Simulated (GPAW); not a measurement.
**CaI2 (1T monolayer): one start, several treatments of the self-energy**

Wanted: the gap of CaI2 (1T monolayer) under several approximations, with cost.

Method: LDA and many-body steps on it, plane waves, in GPAW 26.7.0.

### 1. The structure

The cell holds 3 atoms: 1 Ca and 2 I. Its edges and angles: a = 4.362 Å, b = 4.362 Å, c = 14.700 Å, α = 90.0°, β = 90.0°, γ = 120.0°. Vacuum lies along c.

As a file:

```xyz
3
Lattice="4.3625 0.0000 0.0000 -2.1812 3.7780 0.0000 0.0000 0.0000 14.7000" Properties=species:S:1:pos:R:3
Ca    0.0000    0.0000    7.3500
I     0.0000    2.5187    9.0993
I     2.1812    1.2593    5.6007
```

The structure was relaxed with LDA. The runs that relaxed it are not among those shown. Spin-orbit coupling is left out unless a step names it.

### 2. Empty states on the mesh, 6×6×1 mesh, 403 bands

This step: GPAW 26.7.0; DFT, LDA, plane waves, PAW.

The sums over transitions need many empty states on a uniform mesh; this step solves for them.

Input file run.py:

```python
import json
import numpy as np
from gpaw.mpi import world
from gpaw import GPAW

calc = GPAW('gs.gpw').fixed_density(kpts={'size': (6, 6, 1), 'gamma': True},
    parallel={'domain': 1, 'band': 1},
    txt='nscf.txt')
calc.diagonalize_full_hamiltonian(nbands=403)
calc.write('full.gpw', mode='all')
res = {}
kpts = calc.get_ibz_k_points()
res['kpts'] = kpts
res['eigenvalues'] = [calc.get_eigenvalues(kpt=k) for k in range(len(kpts))]
res['n_electrons'] = calc.get_number_of_electrons()

if world.rank == 0:
    with open('result.json', 'w') as f:
        json.dump(res, f, default=lambda x: x.tolist())
```

Run with:

```sh
mpirun -n 7 gpaw python run.py
```

Numbers of over 12 decimals in the logs are rounded to 6 here.

Log:

```text
Diagonalizing LCAO Hamiltonian
Converting LCAO to pw mode
convergence criteria:
- Maximum integral of absolute [eigenst]ate change: 4e-08 eV^2 / valence electron
maximum number of iterations: 100

SCF iterations
|iter     |     time |      energy | eigst |  dens |
|iter:   1|  |             | +1.41 |       |
|iter:   2|  |             | +0.33 |       |
|iter:   3|  |             | -0.52 |       |
[...]
|iter:  19|  |             | -6.98 |       |
|iter:  20|  |             | -7.34 |       |
|iter:  21|  |             | -7.64c|       |
SCF steps: 21
  __  _  _
 | _ |_)|_||  |
 |__||  | ||/\| - 26.7.0

Input parameters:
  mode=PW(ecut=450.000000),
  convergence={'density': 1e-06, 'bands': -3},
  gpts=array([24, 24, 72]),
  kpts=MonkhorstPack(size=(6, 6, 1), gamma=True),
  maxiter=100,
  nbands=19,
  occupations=Occupations(name='fermi-dirac', width=0.001, fixmagmom=False),
  parallel={'domain': 1, 'band': 1},
  xc=XC(name='LDA')
Matrix size: 5277x5277
# Writing to full.gpw (mode='all')
  [... matrices ...]

timing:  # [seconds]
  Total: 143.796  # ━━━━━━━━━━━━━━━━━━━━━━━━━━━━━━━━━━━━━━━━━━━━━━━━━━━━━━━━━
```

The job ended after 2.5 min (7 MPI ranks of Arm Neoverse V1, shared host; peak memory 13 GiB; 17 min of CPU time).

This step gave:

```yaml
gap: 3.588 eV
k_of_the_valence_top: 0, 0, 0
k_of_the_conduction_bottom: 0.5, 0.5, 0
least_direct_gap: 4.301 eV
k_points_computed: 7
lowest_point_of_the_top_converged_band_above_the_valence_top: 79.5793 eV
```

On this mesh the gap is 3.588 eV.

### 3. One-shot HSE06

This step: one-shot HSE06 levels on LDA orbitals, plane waves, PAW.

Input file run.py:

```python
import json
import numpy as np
from gpaw.mpi import world
from gpaw.hybrids.eigenvalues import non_self_consistent_eigenvalues

dft, vxc, vxc_hyb = non_self_consistent_eigenvalues('full.gpw', 'HSE06', 10, 14, kpt_indices=[0, 3, 6])
res = {'dft': dft[0], 'hybrid': (dft - vxc + vxc_hyb)[0]}
if world.rank == 0:
    with open('hybrid.txt', 'w') as f:
        for k, e0, e1 in zip([0, 3, 6], res['dft'], res['hybrid']):
            print(k, ' '.join(f'{x:9.4f}' for x in e0), '|', ' '.join(f'{x:9.4f}' for x in e1), file=f)

if world.rank == 0:
    with open('result.json', 'w') as f:
        json.dump(res, f, default=lambda x: x.tolist())
```

Run with:

```sh
mpirun -n 8 gpaw python run.py
```

Log:

```text
IBZ(<points: 7, symmetries: 12>)
Occupied bands: 12
Transforming wave functions from IBZ to BZ: 0.043 seconds
Distributing wave functions and iFFT-ing to real space: 0.134 seconds
Calculating eigenvalues:
  k-points: 3
  Bands: 10-13 (inclusive)
  Seconds: 0.809 (wave-function broadcasting: 0.024 seconds)
HSE06-eigenvalue shifts:
  min: -0.441 eV
  ave: 0.368 eV
  max: 1.268 eV
```

The job ended after 4 s (8 MPI ranks; peak memory 0.88 GiB; 31 s of CPU time).

Numbers from this step:

```yaml
starting_gap_on_the_mesh: 3.588 eV
hybrid_gap_on_the_mesh: 4.948 eV
least_direct_hybrid_gap_on_the_computed_points: 5.729 eV
```

### 4. G0W0, extrapolated in the cutoff

Now the one-shot GW correction: screening in the RPA, then the self-energy of the levels asked for.

This step: G0W0 on LDA, plane waves, PAW.

Input file run.py:

```python
import json
import numpy as np
from gpaw.mpi import world
from gpaw.response.g0w0 import G0W0

gw = G0W0('full.gpw',
    filename='gw',
    kpts=[0, 3, 6],
    bands=(10, 14),
    ecut=80.0,
    truncation='2D',
    integrate_gamma='sphere',
    q0_correction=True,
    frequencies={'type': 'nonlinear', 'domega0': 0.15, 'omega2': 15.0},
    eta=0.1,
    nblocksmax=True,
    ecut_extrapolation=True)
gw.calculate()
res = {mode: {k: v for k, v in r.items() if k != 'sigma_eskwn'}
       for mode, r in gw.all_results.items()}

if world.rank == 0:
    with open('result.json', 'w') as f:
        json.dump(res, f, default=lambda x: x.tolist())
```

Run with:

```sh
mpirun -n 8 gpaw python run.py
```

Log:

```text
Using integrator: PointIntegrator
NonLinearFrequencyDescriptor(from 0.000 to 121.535 eV, 187 points)
Nonperiodic BCs:  [False False  True]
Using integrator: PointIntegrator
NonLinearFrequencyDescriptor(from 0.000 to 121.535 eV, 187 points)
Nonperiodic BCs:  [False False  True]
Applying analytical 2D correction to W:
    Evaluating Gamma point contribution to W on a 21x21x1 grid
  ___  _ _ _
 |   || | | |
 | | || | | |
 |__ ||_____|
 |___|

BZ k-points: Symmetries present (total): 12

  [... matrices ...]
36 k-points: 6 x 6 x 1 Monkhorst-Pack grid + [1/12,1/12,0.000000]
7 k-points in the irreducible part of the Brillouin zone
       k-points in crystal coordinates                weights
   0:     0.00000000    0.00000000    0.00000000          1/36
   1:     0.16666667    0.00000000    0.00000000          6/36
   2:     0.33333333   -0.16666667    0.00000000          6/36
   3:     0.33333333    0.00000000    0.00000000          6/36
   4:     0.33333333    0.33333333    0.00000000          2/36
   5:     0.50000000    0.33333333    0.00000000         12/36
   6:     0.50000000    0.50000000    0.00000000          3/36

Distributing spins, k-points and bands (1 x 3 x 4) over 1 process
Number of blocks: 8

Quasi particle states:
k-points (IBZ indices): [0, 3, 6]
Band range: (10, 14)
  [... matrices ...]
Computational parameters:
Extrapolating to infinite plane wave cut-off using points at:
  68.942 eV
  73.959 eV
  80.000 eV
Number of bands: 393
Coulomb cutoff: 2D
Broadening: 0.1 eV

fxc modes: GW
Kernel: RPA
Using full-frequency real axis integration
Summing all q:

Calculating screened Coulomb potential
2D Coulomb truncation
NonLinearFrequencyDescriptor(from 0.000 to 121.535 eV, 187 points)
Removing empty qpoint cache files...

Calculating chi0 body with:
    Ground state adapter containing:
    Number of spins: 1
    Number of kpoints: 36
    Number of irreducible kpoints: 7
    Number of completely occupied states: 12
    Number of partially occupied states: 12
    Occupied states memory: 7.59375 M / cpu

    Linear response parametrization:
    q_c: [1.3877787807814457e-17, 1.3877787807814457e-17, 0.0]
    Number of frequency points: 187
    Planewave cutoff: 80.0
    Number of bands: 393
    Number of planewaves: 387
    Broadening (eta): 0.1
    comm.size: 8
    kncomm.size: 1
    blockcomm.size: 8

    Memory estimate of potentially large arrays:
        chi0_wGG: 53.418737 M / cpu
Integrating chi0 body.

Symmetries of q_c:
    Direct symmetries (Uq -> q): 12
    Indirect symmetries (TUq -> q): 0
In total 12 allowed symmetries.

  [... matrices ...]
7 groups of equivalent kpoints. 80.555556% reduction.

Integral kind: spectral function
Integrating chi0 head and wings.

Symmetries of q_c:
    Direct symmetries (Uq -> q): 12
    Indirect symmetries (TUq -> q): 0
In total 12 allowed symmetries.

  [... matrices ...]
7 groups of equivalent kpoints. 80.555556% reduction.

Integral kind: spectral function wings

Calculating chi0 body with:
    Ground state adapter containing:
    Number of spins: 1
    Number of kpoints: 36
    Number of irreducible kpoints: 7
    Number of completely occupied states: 12
    Number of partially occupied states: 12
[... the further q-points ...]
Extrapolating selfenergy to infinite energy cutoff:
  Performing linear fit to 3 points
  Minimum R^2 = 0.9923. (R^2 Should be close to 1)
  [... matrices ...]
Results:
f:      Occupation numbers
eps:     KS-eigenvalues [eV]
vxc:     KS vxc [eV]
exx:     Exact exchange [eV]
sigma:   Self-energies [eV]
dsigma:  Self-energy derivatives
Z:       Renormalization factors
qp:      QP-energies [eV]

k-point 0 (0): (0.000, 0.000, 0.000)                GW
band       f     eps     vxc     exx   sigma  dsigma       Z      qp
                                                                   GW
  10   1.000  -2.663 -15.251 -17.777   0.719  -0.256   0.796  -4.102
  11   1.000  -2.663 -15.251 -17.777   0.719  -0.256   0.796  -4.102
  12   0.000   1.756 -12.129  -6.352  -3.600  -0.243   0.805   3.508
  13   0.000   1.841 -13.982  -7.090  -4.130  -0.288   0.777   3.986

k-point 1 (3): (0.333, 0.000, 0.000)                GW
band       f     eps     vxc     exx   sigma  dsigma       Z      qp
                                                                   GW
  10   1.000  -3.212 -14.614 -17.303   0.831  -0.264   0.791  -4.682
  11   1.000  -3.205 -14.412 -17.193   0.862  -0.266   0.790  -4.720
[...]
k-point 2 (6): (0.500, 0.500, 0.000)                GW
band       f     eps     vxc     exx   sigma  dsigma       Z      qp
                                                                   GW
[...]
11   1.000  -3.404 -14.455 -17.311   0.917  -0.263   0.792  -4.940
  12   0.000   0.925 -11.938  -6.291  -3.498  -0.245   0.803   2.650
  13   0.000   2.804 -13.553  -6.804  -4.182  -0.188   0.842   4.966
```

Elapsed: 7.1 min, on 8 MPI ranks; peak memory 5.5 GiB.

Numbers from this step:

```yaml
quasiparticle_gap_on_the_points_computed: 6.752 eV
least_direct_quasiparticle_gap_on_the_computed_points: 7.541 eV
z_at_the_valence_top: 0.7959
z_at_the_conduction_bottom: 0.8032
starting_gap_on_the_mesh: 3.588 eV
k_of_the_valence_top: 0, 0, 0
k_of_the_conduction_bottom: 0.5, 0.5, 0
gaps_at_the_cutoffs_of_the_extrapolation: 6.552, 6.572, 6.592 eV
```

The gap on the mesh goes from 3.59 eV to 6.75 eV, a correction of +3.16 eV.

### 5. One-shot PBE0

This step: one-shot PBE0 levels on LDA orbitals, plane waves, PAW.

Input file run.py:

```python
import json
import numpy as np
from gpaw.mpi import world
from gpaw.hybrids.eigenvalues import non_self_consistent_eigenvalues

dft, vxc, vxc_hyb = non_self_consistent_eigenvalues('full.gpw', 'PBE0', 10, 14, kpt_indices=[0, 3, 6])
res = {'dft': dft[0], 'hybrid': (dft - vxc + vxc_hyb)[0]}
if world.rank == 0:
    with open('hybrid.txt', 'w') as f:
        for k, e0, e1 in zip([0, 3, 6], res['dft'], res['hybrid']):
            print(k, ' '.join(f'{x:9.4f}' for x in e0), '|', ' '.join(f'{x:9.4f}' for x in e1), file=f)

if world.rank == 0:
    with open('result.json', 'w') as f:
        json.dump(res, f, default=lambda x: x.tolist())
```

Run with:

```sh
mpirun -n 8 gpaw python run.py
```

Log:

```text
IBZ(<points: 7, symmetries: 12>)
Occupied bands: 12
Transforming wave functions from IBZ to BZ: 0.041 seconds
Distributing wave functions and iFFT-ing to real space: 0.157 seconds
Calculating eigenvalues:
  k-points: 3
  Bands: 10-13 (inclusive)
  Seconds: 1.173 (wave-function broadcasting: 0.023 seconds)
HSE06-eigenvalue shifts:
  min: -0.883 eV
  ave: 0.330 eV
  max: 1.639 eV
```

Wall time 4.3 s (8 MPI ranks); peak memory 2 GiB.

Numbers from this step:

| Quantity | Value |
| --- | --- |
| starting gap on the mesh | 3.588 eV |
| hybrid gap on the mesh | 5.723 eV |
| least direct hybrid gap on the computed points | 6.517 eV |

### 6. Side by side

Times are wall times on 8 MPI ranks of Arm Neoverse V1, shared host, good to a factor of about two.

| run | mesh | bands | screening cutoff (eV) | DFT gap (eV) | gap on the mesh (eV) | direct (eV) | time |
| --- | --- | --- | --- | --- | --- | --- | --- |
| one-shot HSE06 | 6×6×1 | - | - | 3.588 | 4.948 | 5.729 | 4 s |
| G0W0, extrapolated in the cutoff | 6×6×1 | - | 80 | 3.588 | 6.752 | 7.541 | 7.1 min |
| one-shot PBE0 | 6×6×1 | - | - | 3.588 | 5.723 | 6.517 | 4.3 s |

### 7. Results

```json
{
  "one-shot HSE06": "4.948 eV",
  "G0W0, extrapolated in the cutoff": "6.752 eV",
  "one-shot PBE0": "5.723 eV",
  "known limits": "not at the basis limit; no spin-orbit coupling"
}
```

What this shows: G0W0, extrapolated in the cutoff: +1.804 eV against one-shot HSE06, at other bands or cutoff, so not like for like. One-shot PBE0: +0.775 eV against one-shot HSE06. One-shot hybrid levels are evaluated on the LDA orbitals. Bands and cutoff are finite, so the gap is not at the basis limit. The miss can reach some tenths of an eV and take either sign; the mesh is an error of its own. These stock PAW sets were not made for GW; the filled d or f shell of I lies in the frozen core, which bears on start and correction. The many-body steps are scalar-relativistic: spin-orbit coupling is not in them.

[Paths, hosts, dates, memory and timing lines, banners, echoed tables and standing remarks are left out of the program output.]

[Logs are printed without paths, hosts, clocks, repeated set-up lines and the standing remarks that a program may print on its own settings, such as how far it seeks lower states.]

[Runs of the session that timed out or met a known fault of the program may be left out.]

[Hosts, paths, dates, database ids (printed as entryN), source tags and the programs' standing remarks are cut or masked in the printed files.]
